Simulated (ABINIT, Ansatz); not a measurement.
# SrW (Pm-3m): phonons by linear response, part 3 of 4

Aim: the phonon dispersion of SrW (Pm-3m), checked by a second program.

ABINIT 10.8.3; DFT PBE, scalar-relativistic, plane waves, SPMS norm-conserving pseudopotentials.

So far. Step 5 (Relaxation): The volume changes by -0.1 % in this run and stands -24.6 % from the first cell. Step 7 (Zone-centre response): The acoustic modes at Γ come out as far as 0.7 cm⁻¹ from zero, where they should vanish, a small numerical error. The relaxed cell has a = 3.701 Å (conventional setting).

The structure was built from a prototype and need not be the compound's stable phase.

## (9) Dispersion

anaddb transforms the dynamical matrices to force constants and back along the path; points of the mesh come back as solved, but for the sum rule and, in polar crystals, the LO-TO term at Γ; the rest is interpolation.

anaddb.abi

```
ddb_filepath "all_DDB"
output_file "anaddb.abo"
outdata_prefix "anaddb"
ifcflag 1
ngqpt 2 2 2
nqshft 1
q1shft 0.0 0.0 0.0
asr 1
chneut 0
dipdip 0
dipquad 0
quadquad 0
enunit 0
eivec 0
nph1l 62
qph1l 
    0.0 0.0 0.0 1.0
    0.0 0.05 0.0 1.0
    0.0 0.1 0.0 1.0
    0.0 0.15 0.0 1.0
    0.0 0.2 0.0 1.0
    0.0 0.25 0.0 1.0
    0.0 0.3 0.0 1.0
    0.0 0.35 0.0 1.0
    0.0 0.4 0.0 1.0
    0.0 0.45 0.0 1.0
    0.0 0.5 0.0 1.0
    0.05 0.5 0.0 1.0
    0.1 0.5 0.0 1.0
    0.15 0.5 0.0 1.0
    0.2 0.5 0.0 1.0
    0.25 0.5 0.0 1.0
    0.3 0.5 0.0 1.0
    0.35 0.5 0.0 1.0
    0.4 0.5 0.0 1.0
    0.45 0.5 0.0 1.0
    0.5 0.5 0.0 1.0
    0.45 0.45 0.0 1.0
    0.4 0.4 0.0 1.0
    0.35 0.35 0.0 1.0
    0.3 0.3 0.0 1.0
    0.25 0.25 0.0 1.0
    0.2 0.2 0.0 1.0
    0.15 0.15 0.0 1.0
    0.1 0.1 0.0 1.0
    0.05 0.05 0.0 1.0
    0.0 0.0 0.0 1.0
    0.05 0.05 0.05 1.0
    0.1 0.1 0.1 1.0
    0.15 0.15 0.15 1.0
    0.2 0.2 0.2 1.0
    0.25 0.25 0.25 1.0
    0.3 0.3 0.3 1.0
    0.35 0.35 0.35 1.0
    0.4 0.4 0.4 1.0
    0.45 0.45 0.45 1.0
    0.5 0.5 0.5 1.0
    0.45 0.5 0.45 1.0
    0.4 0.5 0.4 1.0
    0.35 0.5 0.35 1.0
    0.3 0.5 0.3 1.0
    0.25 0.5 0.25 1.0
    0.2 0.5 0.2 1.0
    0.15 0.5 0.15 1.0
    0.1 0.5 0.1 1.0
    0.05 0.5 0.05 1.0
    0.0 0.5 0.0 1.0
    0.5 0.5 0.5 1.0
    0.5 0.5 0.45 1.0
    0.5 0.5 0.4 1.0
    0.5 0.5 0.35 1.0
    0.5 0.5 0.3 1.0
    0.5 0.5 0.25 1.0
    0.5 0.5 0.2 1.0
    0.5 0.5 0.15 1.0
    0.5 0.5 0.1 1.0
    0.5 0.5 0.05 1.0
    0.5 0.5 0.0 1.0
```

mrgddb.in

```
all_DDB
merged
4
dfpt_gammao_DDB
dfpt_qo_DS1_DDB
dfpt_qo_DS2_DDB
dfpt_qo_DS3_DDB
```

Launch:

```
$ mrgddb < mrgddb.in > mrgddb.log
$ OMP_NUM_THREADS=1 anaddb anaddb.abi > anaddb.log
```

anaddb.abo, the main output file:

```text
[banners, grids, parts of the stress and lines that vanish by symmetry left out]
-outvars_anaddb: echo values of input variables ----------------------

 Flags :
[...]
Phonon wavevector (reduced coordinates) :  0.00000  0.00000  0.00000
 Phonon energies in Hartree :
[...]
Phonon frequencies in cm-1    :
-  0.000000E+00  0.000000E+00  0.000000E+00  1.561527E+02  1.561527E+02
-  1.561527E+02
[...]
Phonon wavevector (reduced coordinates) :  0.00000  0.05000  0.00000
 Phonon energies in Hartree :
[...]
Phonon frequencies in cm-1    :
- -1.018922E+01  8.730729E+00  8.730729E+00  1.555208E+02  1.555208E+02
-  1.556782E+02
[...]
Phonon wavevector (reduced coordinates) :  0.00000  0.10000  0.00000
 Phonon energies in Hartree :
[...]
Phonon frequencies in cm-1    :
- -2.111173E+01  1.750406E+01  1.750406E+01  1.536431E+02  1.536431E+02
-  1.544245E+02
[...]
Phonon wavevector (reduced coordinates) :  0.00000  0.15000  0.00000
 Phonon energies in Hartree :
[...]
Phonon frequencies in cm-1    :
- -3.314507E+01  2.634902E+01  2.634902E+01  1.505743E+02  1.505743E+02
-  1.528455E+02
[...]
Phonon wavevector (reduced coordinates) :  0.00000  0.20000  0.00000
 Phonon energies in Hartree :
[...]
Phonon frequencies in cm-1    :
- -4.609707E+01  3.526680E+01  3.526680E+01  1.464088E+02  1.464088E+02
-  1.515060E+02
[...]
Phonon wavevector (reduced coordinates) :  0.00000  0.25000  0.00000
 Phonon energies in Hartree :
[...]
Phonon frequencies in cm-1    :
- -5.923562E+01  4.421383E+01  4.421383E+01  1.412877E+02  1.412877E+02
-  1.508255E+02
  Phonon wavevector (reduced coordinates) :  0.00000  0.30000  0.00000
 Phonon energies in Hartree :
[...]
Phonon frequencies in cm-1    :
- -7.155145E+01  5.307580E+01  5.307580E+01  1.354172E+02  1.354172E+02
-  1.508955E+02
  Phonon wavevector (reduced coordinates) :  0.00000  0.35000  0.00000
 Phonon energies in Hartree :
[...]
Phonon frequencies in cm-1    :
- -8.207621E+01  6.161538E+01  6.161538E+01  1.291154E+02  1.291154E+02
-  1.515002E+02
  Phonon wavevector (reduced coordinates) :  0.00000  0.40000  0.00000
 Phonon energies in Hartree :
[...]
Phonon frequencies in cm-1    :
- -9.006706E+01  6.934836E+01  6.934836E+01  1.229324E+02  1.229324E+02
-  1.522820E+02
  Phonon wavevector (reduced coordinates) :  0.00000  0.45000  0.00000
 Phonon energies in Hartree :
[...]
Phonon frequencies in cm-1    :
- -9.503798E+01  7.526688E+01  7.526688E+01  1.179241E+02  1.179241E+02
-  1.529028E+02
  Phonon wavevector (reduced coordinates) :  0.00000  0.50000  0.00000
 Phonon energies in Hartree :
[...]
Phonon frequencies in cm-1    :
- -9.672295E+01  7.762663E+01  7.762663E+01  1.158645E+02  1.158645E+02
-  1.531359E+02
  Phonon wavevector (reduced coordinates) :  0.05000  0.50000  0.00000
 Phonon energies in Hartree :
[...]
Phonon frequencies in cm-1    :
- -9.733552E+01  7.413517E+01  7.804880E+01  1.154500E+02  1.173523E+02
-  1.535800E+02
  Phonon wavevector (reduced coordinates) :  0.10000  0.50000  0.00000
 Phonon energies in Hartree :
[...]
Phonon frequencies in cm-1    :
- -9.899551E+01  6.326934E+01  7.926125E+01  1.142385E+02  1.214886E+02
-  1.547172E+02
  Phonon wavevector (reduced coordinates) :  0.15000  0.50000  0.00000
 Phonon energies in Hartree :
[...]
Phonon frequencies in cm-1    :
- -1.012879E+02  4.218269E+01  8.111359E+01  1.123256E+02  1.274742E+02
-  1.561464E+02
[...]
Phonon wavevector (reduced coordinates) :  0.40000  0.50000  0.40000
 Phonon energies in Hartree :
[...]
Phonon frequencies in cm-1    :
- -1.018947E+02 -9.324601E+01 -8.952758E+01  1.370788E+02  1.394978E+02
-  1.438845E+02
  Phonon wavevector (reduced coordinates) :  0.35000  0.50000  0.35000
 Phonon energies in Hartree :
[...]
Phonon frequencies in cm-1    :
- -1.044108E+02 -8.567902E+01 -7.759372E+01  1.344629E+02  1.391260E+02
-  1.482836E+02
  Phonon wavevector (reduced coordinates) :  0.30000  0.50000  0.30000
 Phonon energies in Hartree :
[...]
Phonon frequencies in cm-1    :
- -1.064131E+02 -7.427464E+01 -6.014742E+01  1.311741E+02  1.378320E+02
-  1.526102E+02
  Phonon wavevector (reduced coordinates) :  0.25000  0.50000  0.25000
 Phonon energies in Hartree :
[...]
Phonon frequencies in cm-1    :
- -1.071809E+02 -5.763337E+01 -3.312480E+01  1.275391E+02  1.352838E+02
-  1.558843E+02
  Phonon wavevector (reduced coordinates) :  0.20000  0.50000  0.20000
 Phonon energies in Hartree :
[...]
Phonon frequencies in cm-1    :
- -1.063569E+02 -2.997612E+01  3.567156E+01  1.239162E+02  1.314206E+02
-  1.575077E+02
  Phonon wavevector (reduced coordinates) :  0.15000  0.50000  0.15000
 Phonon energies in Hartree :
[...]
Phonon frequencies in cm-1    :
- -1.040281E+02  3.949068E+01  5.727892E+01  1.206592E+02  1.265522E+02
-  1.573556E+02
[...]
Phonon wavevector (reduced coordinates) :  0.50000  0.50000  0.05000
 Phonon energies in Hartree :
[...]
Phonon frequencies in cm-1    :
- -1.117038E+02 -1.117038E+02  9.087629E+01  9.873706E+01  1.605488E+02
-  1.605488E+02
  Phonon wavevector (reduced coordinates) :  0.50000  0.50000  0.00000
 Phonon energies in Hartree :
[...]
Phonon frequencies in cm-1    :
- -1.119489E+02 -1.119489E+02  9.333534E+01  9.750131E+01  1.610064E+02
-  1.610064E+02
-
```

Wall time 0.79 s (1 thread of Intel Xeon at 2.50GHz (Skylake/Cascade Lake), shared host).

Numbers from this step:

```yaml
lowest_frequency_on_the_path: -111.9 cm⁻¹
```

Anaddb. The phonon branches at the labelled points (cm⁻¹):

```
    point  branch 1  branch 2  branch 3  branch 4  branch 5  branch 6
        Γ         0         0         0       156       156       156
  halfway       -59        44        44       141       141       151
        X       -97        78        78       116       116       153
  halfway      -106       -61        86       107       141       159
        M      -112      -112        93        98       161       161
  halfway       -78       -35        61       129       138       154
        Γ         0         0         0       156       156       156
  halfway       -63       -63       -42       135       143       143
        R       -99       -99       -99       139       139       139
  halfway      -107       -58       -33       128       135       156
        X       -97        78        78       116       116       153
jump to R       -99       -99       -99       139       139       139
  halfway      -106      -106       -23       120       151       151
        M      -112      -112        93        98       161       161
```

The phonon branches as a text plot (rows in cm⁻¹):

```
    155 |****************************              *******   ****
    144 |   *       *     ***  **   ***************       ***
    133 |    **   **         **      ****        *****     *
    121 |      ***         **                        *****  **
    110 |        ****     *                                   *
     98 |            *****                                     **
     87 |          **** **                                     **
     76 |      ****       ***                           **
     64 |     *              *                         *      *
     53 |    *                *      **               *
     42 |   *     *            *    *  *              *
     30 |  *                  ***                    *
     19 | *                      * *
      7 |*                       *
     -4 |                         *
    -15 |*                       * *
    -27 | *        *                *                *       *
    -38 |  *                 *  *    ** *           *
    -49 |                      *       *
    -61 |   *              ** *         *          **       *
    -72 |    *               *           **       **       *
    -83 |     *     *     *                *      *
    -95 |      ***   *    ***               ******      ***
   -106 |         ********                       *******   ******
         Γ      X      M          Γ            R        X|R     M
```

The path dips to 112i cm⁻¹.

## (10) Sums over the zone

Sums over the zone need many more wavevectors than were solved, so the interpolation is sampled on a dense mesh.

anaddb.abi

```
ddb_filepath "all_DDB"
output_file "anaddb.abo"
outdata_prefix "anaddb"
ifcflag 1
ngqpt 2 2 2
nqshft 1
q1shft 0.0 0.0 0.0
asr 1
chneut 0
dipdip 0
dipquad 0
quadquad 0
prtdos 2
ng2qpt 12 12 12
dosdeltae 4.5563e-06
ntemper 11
temperinc 100.0
tempermin 0.0
```

Launch:

```
$ OMP_NUM_THREADS=1 anaddb anaddb.abi > anaddb.log
```

anaddb.abo, the main output file:

```text
-outvars_anaddb: echo values of input variables ----------------------

 Flags :
     ifcflag         1
 Miscellaneous information :
         asr         1
      chneut         0
 Interatomic Force Constants Inputs :
      dipdip         0
     dipquad         0
    quadquad         0
      ifcana         0
      ifcout         0
 Description of grid 1 :
        brav         1
       ngqpt         2         2         2
      nqshft         1
      q1shft
                     0.00000000E+00  0.00000000E+00  0.00000000E+00
 Phonon DOS information :
   dosdeltae  4.55630000E-06
    dossmear  4.55633525E-06
 Description of grid 2 (Fourier interp. or BZ sampling):
      ng2qpt        12        12        12
      ngrids         4
      q2shft         0.00000000E+00  0.00000000E+00  0.00000000E+00

================================================================================

 read the DDB information and perform some checks

  ==== Info on the Cryst% object ====
 Real(R)+Recip(G) space primitive vectors, cartesian coordinates (Bohr,Bohr^-1):
 R(1)=  6.9939641  0.0000000  0.0000000  G(1)=  0.1429804  0.0000000  0.0000000
 R(2)=  0.0000000  6.9939641  0.0000000  G(2)=  0.0000000  0.1429804  0.0000000
 R(3)=  0.0000000  0.0000000  6.9939641  G(3)=  0.0000000  0.0000000  0.1429804
 Unit cell volume ucvol=  3.4211349E+02 bohr^3
 Angles (23,13,12)=  9.00000000E+01  9.00000000E+01  9.00000000E+01 degrees
 Time-reversal symmetry is present
 Reduced atomic positions [iatom, xred, symbol]:
    1)    0.0000000  0.0000000  0.0000000  Sr
    2)    0.5000000  0.5000000  0.5000000   W

 DDB file with 4 blocks has been read.

================================================================================

 Calculation of the interatomic forces

       Homogeneous q point set in the B.Z.
 Grid q points  :        8
  1)   0.00000000E+00  0.00000000E+00  0.00000000E+00
  2)   5.00000000E-01  0.00000000E+00  0.00000000E+00
  3)   0.00000000E+00  5.00000000E-01  0.00000000E+00
  4)   5.00000000E-01  5.00000000E-01  0.00000000E+00
  5)   0.00000000E+00  0.00000000E+00  5.00000000E-01
  6)   5.00000000E-01  0.00000000E+00  5.00000000E-01
  7)   0.00000000E+00  5.00000000E-01  5.00000000E-01
  8)   5.00000000E-01  5.00000000E-01  5.00000000E-01

 The interatomic forces have been obtained

================================================================================

 Calculation of phonon density of states

 Average speed of sound partial sums:     0.1520880268E-03 (at units)
-                                   =           0.3327 [km/s]

 Debye frequency from partial sums:     0.8475954481E-04 (Ha)
-                                 =     0.5576910141E+00 (THz)
-Debye temperature from partial sums:     0.2676494737E+02 (K)

 Average speed of sound:     0.1141522584E-04 (at units)
-                      =           0.0250 [km/s]

 Debye frequency from DOS:     0.6361771971E-05 (Ha)
-                        =     0.4185844874E-01 (THz)
-Debye temperature from DOS:     0.2008888702E+01 (K)

-
```

Wall time 0.92 s (1 thread).

This step gave:

```
share of modes beyond 3i cm⁻¹ on the dense interpolated mesh : 0.3098
```

The phonon density of states has structure finer than the step of the table below, so its rows give means over 10 cm⁻¹, whole bins alone (the curve runs from -142 to 190 cm⁻¹). Peaks (cm⁻¹: height): -104.0: 0.0603, 140.1: 0.0741, 154.1: 0.160.

Tetrahedra. The phonon density of states by wavenumber; means over each step:

```
wavenumber (cm⁻¹)  phonon density of states (1/cm⁻¹/cell)
             -120                                       0
             -110                                  0.0182
             -100                                  0.0504
              -90                                  0.0297
              -80                                  0.0207
              -70                                  0.0166
              -60                                  0.0138
              -50                                  0.0104
              -40                                 0.00802
              -30                                 0.00610
              -20                                 0.00531
              -10                                 0.00516
                0                                 0.00550
               10                                 0.00613
               20                                 0.00750
               30                                  0.0108
               40                                  0.0132
               50                                  0.0193
               60                                  0.0182
               70                                  0.0181
               80                                  0.0126
               90                                 0.00416
              100                                 0.00384
              110                                  0.0163
              120                                  0.0353
              130                                  0.0497
              140                                  0.0630
              150                                  0.0785
              160                                  0.0521
              170                                       0
```

(Part 3 of 4 ends here.)

[Host names and launcher messages were left out of these logs when they were recorded.]

[Logs are printed without paths, hosts, clocks, repeated set-up lines and the standing remarks that a program may print on its own settings, such as how far it seeks lower states.]

[Hosts, paths, dates, database ids (printed as entryN), source tags and the programs' standing remarks are cut or masked in the printed files.]
